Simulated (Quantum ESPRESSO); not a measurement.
# K2Pt (Fm-3m): from the cell to the phonon bands

How does K2Pt (Fm-3m) vibrate, and is this structure a minimum?

Method: DFT LDA, scalar-relativistic, plane waves, PseudoDojo norm-conserving pseudopotentials, in Quantum ESPRESSO 7.5.

This is a report of a sequence of runs, with most program output left out.

## 1. Set-up

Symmetry: Fm-3m, No. 225, cubic system. The conventional cell has a = 7.563 Å, b = 7.563 Å, c = 7.563 Å, α = 90.00°, β = 90.00°, γ = 90.00°. Nearest to K lie 4 Pt at 3.27 Å. Nearest to Pt lie 8 K at 3.27 Å. Farther neighbours are not listed.

## 2. A first look

Before anything dear is run, a loose run with smearing shows whether this is a metal and how far the cell is from rest.

probe.in reads:

```
&CONTROL
  calculation = 'scf'
  prefix      = 'x'
  outdir      = './tmp'
  pseudo_dir  = './pseudo'
  tprnfor     = .true.
  tstress     = .true.
  verbosity   = 'high'
/
&SYSTEM
  ibrav       = 0
  nat         = 3
  ntyp        = 2
  ecutwfc     = 84.0
  occupations = 'smearing'
  smearing    = 'gaussian'
  degauss     = 0.01
/
&ELECTRONS
  conv_thr         = 1.0d-07
  mixing_beta      = 0.7
  electron_maxstep = 100
/
ATOMIC_SPECIES
 K      39.0983  K.upf
 Pt    195.0840  Pt.upf
CELL_PARAMETERS angstrom
    -3.781463140    0.000000000    3.781463140
     0.000000000    3.781463140    3.781463140
    -3.781463140    3.781463140    0.000000000
ATOMIC_POSITIONS crystal
 K      0.250000000   0.250000000   0.250000000
 K      0.750000000   0.750000000   0.750000000
 Pt     0.000000000   0.000000000   0.000000000
K_POINTS automatic
 4 4 4 0 0 0
```

Command:

```sh
OMP_NUM_THREADS=1 mpirun -n 4 pw.x -nk 4 -in probe.in > probe.out
```

Run time: 6.1 s. Hardware: 4 MPI ranks of AMD EPYC 9R14 (Zen 4), shared host; 23 s of CPU time.

Numbers from this step:

| Quantity | Value |
| --- | --- |
| volume per atom | 36.05 Å³ |
| pressure | -1.908 GPa |
| gap on the k-mesh | 1.303 eV |

A gap of 1.3 eV opens on this mesh, so the crystal is taken as an insulator; the start stands at -1.9 GPa.

## 3. Relaxing the cell and atoms

The relaxation runs at a cutoff a fifth above that of the response, since stress converges more slowly with the basis than frequencies do. Forces and stress are brought to rest with tight thresholds.

relax.in reads:

```
&CONTROL
  calculation   = 'vc-relax'
  prefix        = 'x'
  outdir        = './tmp'
  pseudo_dir    = './pseudo'
  tprnfor       = .true.
  tstress       = .true.
  forc_conv_thr = 2.0d-05
  etot_conv_thr = 1.0d-07
  nstep         = 40
/
&SYSTEM
  ibrav       = 0
  nat         = 3
  ntyp        = 2
  ecutwfc     = 101
  occupations = 'fixed'
  nbnd        = 20
/
&ELECTRONS
  conv_thr         = 1.0d-11
  mixing_beta      = 0.7
  electron_maxstep = 100
/
&IONS
/
&CELL
  press_conv_thr = 0.2
/
ATOMIC_SPECIES
 K      39.0983  K.upf
 Pt    195.0840  Pt.upf
CELL_PARAMETERS angstrom
    -3.781463140    0.000000000    3.781463140
     0.000000000    3.781463140    3.781463140
    -3.781463140    3.781463140    0.000000000
ATOMIC_POSITIONS crystal
 K      0.250000000   0.250000000   0.250000000
 K      0.750000000   0.750000000   0.750000000
 Pt     0.000000000   0.000000000   0.000000000
K_POINTS automatic
 6 6 6 0 0 0
```

Command:

```sh
OMP_NUM_THREADS=1 mpirun -n 4 pw.x -nk 4 -in relax.in > relax.out
```

Run time: 2.2 min. Hardware: 4 MPI ranks; 8.8 min of CPU time.

The steps of the relaxation:

```tsv
step	energy less that of the first step (eV)	largest force (eV/Å)	pressure (GPa)	volume (Å³)
1	0.0000	0.0000	-1.89	108.15
2	-0.0119	0.0000	-1.77	107.10
3	-0.0282	0.0000	-1.58	105.56
4	-0.0487	0.0000	-1.27	103.26
5	-0.0699	0.0000	-0.72	99.88
6	-0.0784	0.0000	0.11	95.71
7	-0.0785	0.0000	-0.01	96.23
8	-0.0785	0.0000	0.00	96.20
9	-0.0782	0.0000	0.00	96.20
```

```tsv
conventional cell, symmetrised	before	after	change
a (Å)	7.563	7.273	-3.8 %
b (Å)	7.563	7.273	-3.8 %
c (Å)	7.563	7.273	-3.8 %
volume (Å³/atom)	36.05	32.07	-11.0 %
```

Final coordinates:

```
K Pt
1.0
    -3.63672    0.00000    3.63672
     0.00000    3.63672    3.63672
    -3.63672    3.63672    0.00000
K Pt
2 1
Cartesian
  -1.8184 1.8184 1.8184
  -5.4551 5.4551 5.4551
  0.0000 0.0000 0.0000
```

The last row of the table of steps is pw.x's closing run on a basis chosen anew for the final cell, so its energy can jump.

Numbers from this step:

```yaml
volume_per_atom: 32.07 Å³
pressure: -0.003000 GPa
gap_on_the_k_mesh: 1.526 eV
```

The volume changes by -11.0 % from the cell with which this run began.

## 4. Ground state

Perturbation theory inherits every error of the wavefunctions, so the threshold is set near the limit of the arithmetic. With a gap, occupations are fixed, which also allows the response to an electric field.

scf.in reads:

```
&CONTROL
  calculation = 'scf'
  prefix      = 'x'
  outdir      = './tmp'
  pseudo_dir  = './pseudo'
  tprnfor     = .true.
  tstress     = .true.
/
&SYSTEM
  ibrav       = 0
  nat         = 3
  ntyp        = 2
  ecutwfc     = 84.0
  occupations = 'fixed'
  nbnd        = 20
/
&ELECTRONS
  conv_thr         = 1.0d-12
  mixing_beta      = 0.7
  electron_maxstep = 100
/
ATOMIC_SPECIES
 K      39.0983  K.upf
 Pt    195.0840  Pt.upf
CELL_PARAMETERS angstrom
    -3.636724231    0.000000000    3.636724231
     0.000000000    3.636724231    3.636724231
    -3.636724231    3.636724231    0.000000000
ATOMIC_POSITIONS crystal
 K      0.250000000   0.250000000   0.250000000
 K      0.750000000   0.750000000   0.750000000
 Pt     0.000000000   0.000000000   0.000000000
K_POINTS automatic
 6 6 6 0 0 0
```

Command:

```sh
OMP_NUM_THREADS=1 mpirun -n 4 pw.x -nk 4 -in scf.in > scf.out
```

The job ended after 11 s (4 MPI ranks; 42 s of CPU time).

The cell stands at -0.0030 GPa, close enough for phonons.

## 5. Phonons on a q mesh

Linear response treats each wavevector in the unit cell, with no supercell; the 2×2×2 mesh fixes the range of the force constants to be had.

ph.in reads:

```
phonons
&INPUTPH
  prefix = 'x'
  outdir = './tmp'
  fildyn = 'x.dyn'
  tr2_ph = 1.0d-18
  epsil  = .true.
  ldisp  = .true.
  nq1    = 2
  nq2    = 2
  nq3    = 2
/
```

Command:

```sh
OMP_NUM_THREADS=1 mpirun -n 4 ph.x -nk 4 -in ph.in > ph.out
```

Elapsed: 19 min, on 4 MPI ranks.

Read from the output:

| Property | Result |
| --- | --- |
| miss of the charge sum rule | 0.001470 e |
| largest acoustic frequency at the zone centre before the sum rule | -1.6 cm⁻¹ |
| highest optical zone-centre mode (no LO-TO term) | 126.7 cm⁻¹ |
| lowest optical zone-centre mode | 102.3 cm⁻¹ |
| mean high-frequency dielectric constant | 5.130 |
| largest Born charge in size (third of the trace) | 1.806 e |
| lowest mode on the q mesh (acoustic ones at the zone centre apart) | 35.44 cm⁻¹ |

Frequencies (cm⁻¹) at each irreducible wavevector; negative means imaginary. Frequencies by wavevector:

```tsv
q (fractions)	star	mode 1	mode 2	mode 3	mode 4	mode 5	mode 6	mode 7	mode 8	mode 9
0 0 0	1	-1.6	-1.6	-1.6	102.3	102.3	102.3	126.7	126.7	126.7
0 0 -0.5	4	35.44	35.44	66.51	112.8	113	113	114	114	131.8
0 -0.5 -0.5	3	47.86	47.86	65.71	69.39	82.8	82.8	134.3	134.3	160.8
```

Born charge (rows field, columns displacement), before the sum rule (e), principal values of the symmetric part by kind of site:

```tsv
atom	atoms with these values	low	middle	high	mean
K1	2	0.90	0.90	0.90	0.90
Pt3	1	-1.81	-1.81	-1.81	-1.81
```

In full for K1:

```
0.90 0.00 0.00
0.00 0.90 0.00
0.00 0.00 0.90
```

High-frequency dielectric tensor:

```
5.13 0.00 0.00
0.00 5.13 0.00
0.00 0.00 5.13
```

The acoustic modes at Γ come out as far as 1.6 cm⁻¹ from zero, where they should vanish, a small numerical error; the Born charges miss their sum rule by 0.0015 e, which is good.

## 6. Force constants in real space

The dynamical matrices of the mesh are Fourier-transformed to force constants in real space, after the long-range dipole part is taken out.

q2r.in reads:

```
&INPUT
  fildyn = 'x.dyn'
  zasr   = 'crystal'
  flfrc  = 'x.fc'
/
```

Command:

```sh
q2r.x < q2r.in > q2r.out
```

The job ended after 0.76 s (1 thread).

## 7. Dispersion

From the force constants any wavevector is cheap; points of the mesh come back as solved, but for the sum rule and, in polar crystals, the LO-TO term at Γ; the rest is interpolation.

matdyn.in reads:

```
&INPUT
  asr              = 'crystal'
  flfrc            = 'x.fc'
  flfrq            = 'x.freq'
  flvec            = 'x.modes'
  q_in_band_form   = .true.
  q_in_cryst_coord = .true.
/
8
  0.0000000   0.0000000   0.0000000  12  ! GAMMA
 -0.0000000   0.5000000   0.5000000  12  ! X
 -0.0000000   0.6250000   0.3750000   1  ! U
 -0.3750000   0.3750000   0.0000000  12  ! K
  0.0000000   0.0000000   0.0000000  12  ! GAMMA
 -0.0000000   0.5000000   0.0000000  12  ! L
 -0.2500000   0.5000000   0.2500000  12  ! W
 -0.0000000   0.5000000   0.5000000   1  ! X
```

Command:

```sh
matdyn.x -in matdyn.in > matdyn.out
```

It took 0.8 s on 1 thread.

Read from the output:

```yaml
lowest_frequency_on_the_path: 0 cm⁻¹
```

Matdyn.x, sum rule crystal. The phonon branches at the labelled points (cm⁻¹):

```tsv
point	branch 1	branch 2	branch 3	branch 4	branch 5	branch 6	branch 7	branch 8	branch 9
Γ	0	0	0	102	102	127	127	127	128
halfway	31	31	53	93	93	102	131	131	143
X	48	48	66	69	83	83	134	134	161
halfway	47	50	63	70	84	87	134	134	159
U	46	55	58	73	88	95	131	133	154
jump to K	46	55	58	73	88	95	131	133	154
halfway	33	33	53	91	112	115	120	125	136
Γ	0	0	0	102	102	127	127	127	128
halfway	27	27	48	106	106	117	122	122	132
L	35	35	66	113	113	113	114	114	132
halfway	42	46	63	86	93	113	117	137	142
W	51	56	56	73	80	113	113	147	148
halfway	49	50	62	71	82	93	128	138	157
X	48	48	66	69	83	83	134	134	161
```

All branches are real along the path.

## 8. Density of states

Sums over the zone need many more wavevectors than were solved, so the interpolation is sampled on a dense mesh.

matdyn.in reads:

```
&INPUT
  asr    = 'crystal'
  flfrc  = 'x.fc'
  dos    = .true.
  fldos  = 'x.dos'
  nk1    = 11
  nk2    = 11
  nk3    = 11
  deltaE = 0.3
/
```

Command:

```sh
matdyn.x -in matdyn.in > matdyn.out
```

Elapsed: 4.5 s, on 1 thread.

Numbers from this step:

* share of modes beyond 3i cm⁻¹ on the dense interpolated mesh: 0
* zero-point energy per atom: 17.07 meV
* heat capacity at 300 K: 24.48 J/(mol atoms K)
* vibrational entropy at 300 K: 48.28 J/(mol atoms K)

The phonon density of states has structure finer than the step of the table below, so its rows give means over 5 cm⁻¹, whole bins alone (the curve runs from 0 to 160 cm⁻¹). Peaks (cm⁻¹: height): total 45.9: 0.114, 61.2: 0.186, 99.9: 0.0886, 126.0: 0.118, 134.1: 0.148; K 99.9: 0.0793, 126.0: 0.114, 134.1: 0.141; Pt 45.9: 0.103, 61.2: 0.180.

Tetrahedra. Table of phonon density of states by wavenumber; means over each step; values in 1/cm⁻¹/cell:

```tsv
wavenumber (cm⁻¹)	total	K	Pt
5	2.2e-4	6.1e-5	1.6e-4
10	0.00130	3.5e-4	9.4e-4
15	0.00451	0.00119	0.00331
20	0.00977	0.00244	0.00733
25	0.0181	0.00416	0.0139
30	0.0327	0.00668	0.0261
35	0.0707	0.0118	0.0589
40	0.102	0.0140	0.0876
45	0.109	0.0116	0.0970
50	0.0682	0.00646	0.0618
55	0.0313	0.00247	0.0288
60	0.119	0.00458	0.114
65	0.0335	6.8e-4	0.0329
70	0.00546	0.00544	2.0e-5
75	0.0323	0.0320	3.7e-4
80	0.0382	0.0371	0.00103
85	0.0757	0.0726	0.00314
90	0.0812	0.0756	0.00557
95	0.0834	0.0759	0.00757
100	0.0860	0.0771	0.00893
105	0.0824	0.0750	0.00741
110	0.0773	0.0716	0.00574
115	0.0350	0.0330	0.00200
120	0.0894	0.0843	0.00515
125	0.109	0.105	0.00481
130	0.102	0.0978	0.00452
135	0.124	0.118	0.00583
140	0.0714	0.0688	0.00262
145	0.0468	0.0457	0.00111
150	0.0354	0.0349	4.9e-4
155	0.0193	0.0191	1.6e-4
```

Harmonic thermodynamic functions per atom, summed over the density of states scaled to three modes an atom; melting is ignored. Thermodynamic functions:

```tsv
T (K)	F_vib (meV/atom)	S (J/mol-atom/K)	C_V (J/mol-atom/K)
0	17.07	0	0
50	15.2	9.952	14.51
100	6.59	22.62	21.27
200	-25.85	38.46	23.93
300	-71.12	48.28	24.48
400	-125	55.36	24.68
500	-185.3	60.88	24.77
600	-250.8	65.4	24.83
700	-320.7	69.23	24.86
800	-394.2	72.55	24.88
900	-470.9	75.48	24.89
1000	-550.5	78.1	24.9
```

At 300 K the heat capacity has reached 98 % of the Dulong-Petit value.

## 9. Modes with the sum rule

A rigid shift of the crystal must cost nothing, but grids and finite bases break this; the acoustic sum rule is imposed before the matrix is diagonalised again. With Born charges the intensities follow, and the static dielectric tensor.

dynmat.in reads:

```
&INPUT
  fildyn = 'x.dyn1'
  asr    = 'simple'
  fileig = 'dynmat.eig'
  lperm  = .true.
/
```

Command:

```sh
dynmat.x -in dynmat.in > dynmat.out
```

Elapsed: 0.72 s, on 1 thread.

Numbers from this step:

```yaml
mean_static_dielectric_constant: 7.987
```

Unit eigenvectors of the mass-weighted matrix after the sum rule; no LO-TO term. The modes at Γ (shares of kinetic energy by element, %):

```tsv
mode	frequency (cm⁻¹)	symmetry	K %	Pt %
1	0.0	acoustic	29	71
2	0.0	acoustic	29	71
3	0.0	acoustic	29	71
4	102.3	T1u	71	29
5	102.3	T1u	71	29
6	102.3	T1u	71	29
7	126.7	T2g	100	0
8	126.7	T2g	100	0
9	126.7	T2g	100	0
```

Displacements in mode 4 (102.3 cm⁻¹), the largest set to 1:
```
K1   0.00  1.00  0.40
K2   0.00  1.00  0.40
Pt3  0.00 -0.40 -0.16
```

Displacements in mode 9 (126.7 cm⁻¹), the largest set to 1:
```
K1   0.00  0.96  1.00
K2   0.00 -0.96 -1.00
Pt3  0.00  0.00  0.00
```

Degenerate modes summed, no LO-TO term. Lines of the infrared spectrum (strongest = 100):

```tsv
position (cm⁻¹)	lines merged	label	IR intensity, relative
102	3	T1u	100
127	3	T2g	0.0
```

Static dielectric tensor (ions relaxed, fixed cell):

```
7.99 0.00 0.00
0.00 7.99 0.00
0.00 0.00 7.99
```

The rule moves no optical mode by more than 0.1 cm⁻¹.

## 10. Sum rules set otherwise (asr no)

Without the rule the raw error of the acoustic modes shows.

dynmat.in reads:

```
&INPUT
  fildyn = 'x.dyn1'
  asr    = 'no'
  fileig = 'dynmat.eig'
  lperm  = .true.
/
```

Command:

```sh
dynmat.x -in dynmat.in > dynmat.out
```

Elapsed: 0.71 s, on 1 thread.

Zone-centre frequencies as printed; negative means imaginary. Modes:

```tsv
mode	frequency (cm⁻¹)
1	-1.6
2	-1.6
3	-1.6
4	102.3
5	102.3
6	102.3
7	126.7
8	126.7
9	126.7
```

Against the first rule no mode moves by more than 1.7 cm⁻¹.

## 11. Sum rules set otherwise: a sum rule for molecules or wires on a crystal

This rule also removes rotations, which suits wires and not a crystal; it is tried to see the harm.

dynmat.in reads:

```
&INPUT
  fildyn = 'x.dyn1'
  asr    = 'one-dim'
  fileig = 'dynmat.eig'
  lperm  = .true.
/
```

Command:

```sh
dynmat.x -in dynmat.in > dynmat.out
```

Elapsed: 0.71 s, on 1 thread.

The program raised no error, yet the settings are not those of a careful run.

The fault: a sum rule for molecules or wires on a crystal; 1 optical mode is projected out to zero frequency, as if it were a rotation, and the static dielectric tensor is spoilt.

For a crystal the rule has to be 'simple' or 'crystal'.

Zone-centre frequencies as printed; negative means imaginary. Modes:

```tsv
mode	frequency (cm⁻¹)
1	0
2	0
3	0
4	0
5	102.3
6	102.3
7	120.3
8	126.7
9	126.7
```

## 12. Modes along a direction of q (1 0 0)

A longitudinal polar mode sets up a macroscopic field that stiffens it; the term hangs on the direction from which q goes to zero.

dynmat.in reads:

```
&INPUT
  fildyn = 'x.dyn1'
  asr    = 'simple'
  fileig = 'dynmat.eig'
  q(1)   = 1.0
  q(2)   = 0.0
  q(3)   = 0.0
/
```

Command:

```sh
dynmat.x -in dynmat.in > dynmat.out
```

It took 0.72 s on 1 thread.

Read from the output:

| Item | Value |
| --- | --- |
| highest mode moved by the LO-TO term | 127.6 cm⁻¹ |

Zone-centre frequencies as printed; negative means imaginary. Modes:

```tsv
mode	frequency (cm⁻¹)
1	0
2	0
3	0
4	102.3
5	102.3
6	126.7
7	126.7
8	126.7
9	127.6
```

The field moves one mode, from 102 to 128 cm⁻¹; the others stay.

## 13. The dispersion under another sum rule (asr all)

The sum rule corrects the force constants themselves, so it can shift branches at any wavevector, low ones most.

matdyn.in reads:

```
&INPUT
  asr              = 'all'
  flfrc            = 'x.fc'
  flfrq            = 'x.freq'
  flvec            = 'x.modes'
  q_in_band_form   = .true.
  q_in_cryst_coord = .true.
/
8
  0.0000000   0.0000000   0.0000000   8  ! GAMMA
 -0.0000000   0.5000000   0.5000000   8  ! X
 -0.0000000   0.6250000   0.3750000   1  ! U
 -0.3750000   0.3750000   0.0000000   8  ! K
  0.0000000   0.0000000   0.0000000   8  ! GAMMA
 -0.0000000   0.5000000   0.0000000   8  ! L
 -0.2500000   0.5000000   0.2500000   8  ! W
 -0.0000000   0.5000000   0.5000000   1  ! X
```

Command:

```sh
matdyn.x -in matdyn.in > matdyn.out
```

Elapsed: 0.77 s, on 1 thread.

At the labelled points the branches move by no more than 0.1 cm⁻¹. The log warns that this rule wants the long-range part of the force constants stored apart (write_lr, read_lr) in a polar crystal, which was not done.

## 14. What came out

| Property | Result |
| --- | --- |
| space group after relaxation | Fm-3m |
| volume per atom | 32.1 Å³ |
| gap on the k-mesh | 1.53 eV |
| highest optical zone-centre mode (no LO-TO term) | 126.7 cm⁻¹ |
| lowest optical zone-centre mode | 102.3 cm⁻¹ |
| highest mode moved by the LO-TO term | 127.6 cm⁻¹ |
| mean high-frequency dielectric constant | 5.13 |
| largest Born charge in size (third of the trace) | 1.81 e |
| mean static dielectric constant | 7.99 |
| q mesh | 2×2×2 |
| lowest mode on the q mesh (acoustic ones at the zone centre apart) | 35.4 cm⁻¹ |
| zero-point energy per atom | 17.1 meV |
| heat capacity at 300 K | 24.5 J/(mol atoms K) |
| vibrational entropy at 300 K | 48.3 J/(mol atoms K) |
| imaginary modes on the q mesh | none |

What this shows: K2Pt (Fm-3m) is dynamically stable on the 2×2×2 mesh; its spectrum reaches 161 cm⁻¹. At the LDA level the optical modes of K2Pt (Fm-3m) at the zone centre (no LO-TO term) run from 102 to 127 cm⁻¹. Along the directions run, the highest mode that the macroscopic field moves lies at 128 cm⁻¹. Lattice motion raises the mean dielectric constant from 5.130 to 7.987. Of the 6 optical modes, 3 are infrared active alone and 3 are Raman active alone; inversion symmetry keeps the two sets apart. These are harmonic frequencies at zero temperature: anharmonic shifts and linewidths and thermal expansion are left out. Spin-orbit coupling is left out, which can matter for the heavy elements here. The structure comes from a database and need not be the phase that is stable at ambient conditions.

[Host names and launcher messages were left out of these logs when they were recorded.]

[Logs are printed without paths, hosts, clocks, repeated set-up lines and the standing remarks that a program may print on its own settings, such as how far it seeks lower states.]

[Hosts, paths, dates, database ids (printed as entryN), source tags and the programs' standing remarks are cut or masked in the printed files.]
